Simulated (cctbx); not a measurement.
# What resolution and counting buy: Yb2Fe6Ge3Pt3

Space group C2/c (no. 15), a = 13.5790 Å, b = 7.7950 Å, c = 9.9910 Å, α = 90.00°, β = 116.31°, γ = 90.00°.

```csv
atom,mult.,x,y,z,Ueq (Å²)
Pt1,8,0.9448,0.5773,0.0863,0.0051
Pt2,4,0,0.1343,1/4,0.0033
Yb1,8,0.6752,0.9143,0.2599,0.0070
Ge1,4,3/4,1/4,1/2,0.0056
Ge2,8,0.5865,0.7668,0.4998,0.0044
Fe1,8,0.6068,0.3011,0.2518,0.0086
Fe2,8,0.8877,0.0863,0.4256,0.0079
Fe3,8,0.7810,0.0816,0.0833,0.0033
```

The model was made for the exercise: a known structure type with other elements put in, its volume estimated, not relaxed; displacement parameters are assumed.

Five simulated data sets (cctbx; Ag Kα, λ = 0.56087 Å; 4 % proportional error) differ in resolution or exposure (noise floor 15 counts in the first three, 8 in the last two). Each is refined with the right model, isotropic at 1.1 Å and anisotropic otherwise. How do the figures of merit and the uncertainties move?

```csv
d min (Å),top counts,"⟨I/σ⟩ (unmerged, absences included)",unique,param. (scale apart),Rint,R1,GooF,largest s.u. xyz (fractional),s.u. U of Fe1 (Å²),largest error (Å)
1.1,70000,7.6,338,27,0.030,0.0217,1.62,0.00037,0.0009,0.0068
0.84,70000,7.1,761,65,0.028,0.0166,0.95,0.00015,0.0006,0.0022
0.6,70000,6.9,2122,65,0.030,0.0170,0.90,0.00007,0.0002,0.0016
0.75,300,0.4,1092,65,0.448,0.1318,0.91,0.00423,0.0094,0.0510
0.75,3000,2.1,1092,65,0.092,0.0494,0.91,0.00056,0.0019,0.0095
```

GooF reaches 1.62 where the model lacks something that the data hold (anisotropy at the isotropic level, for one). The s.u. of U for Fe1 goes 0.0009, 0.0006, 0.0002 Å² with resolution and 0.0094, 0.0019 Å² with exposure.

The 1.1 Å row also differs in its displacement model, so it isn't a clean test of resolution.

Hardware for the 0.6 Å refinement: 0.37 s on 1 thread of Arm Neoverse V2, on a shared host, peak memory 0.09 GiB.

[Logs are printed without paths, hosts, clocks, repeated set-up lines and the standing remarks that a program may print on its own settings, such as how far it seeks lower states.]
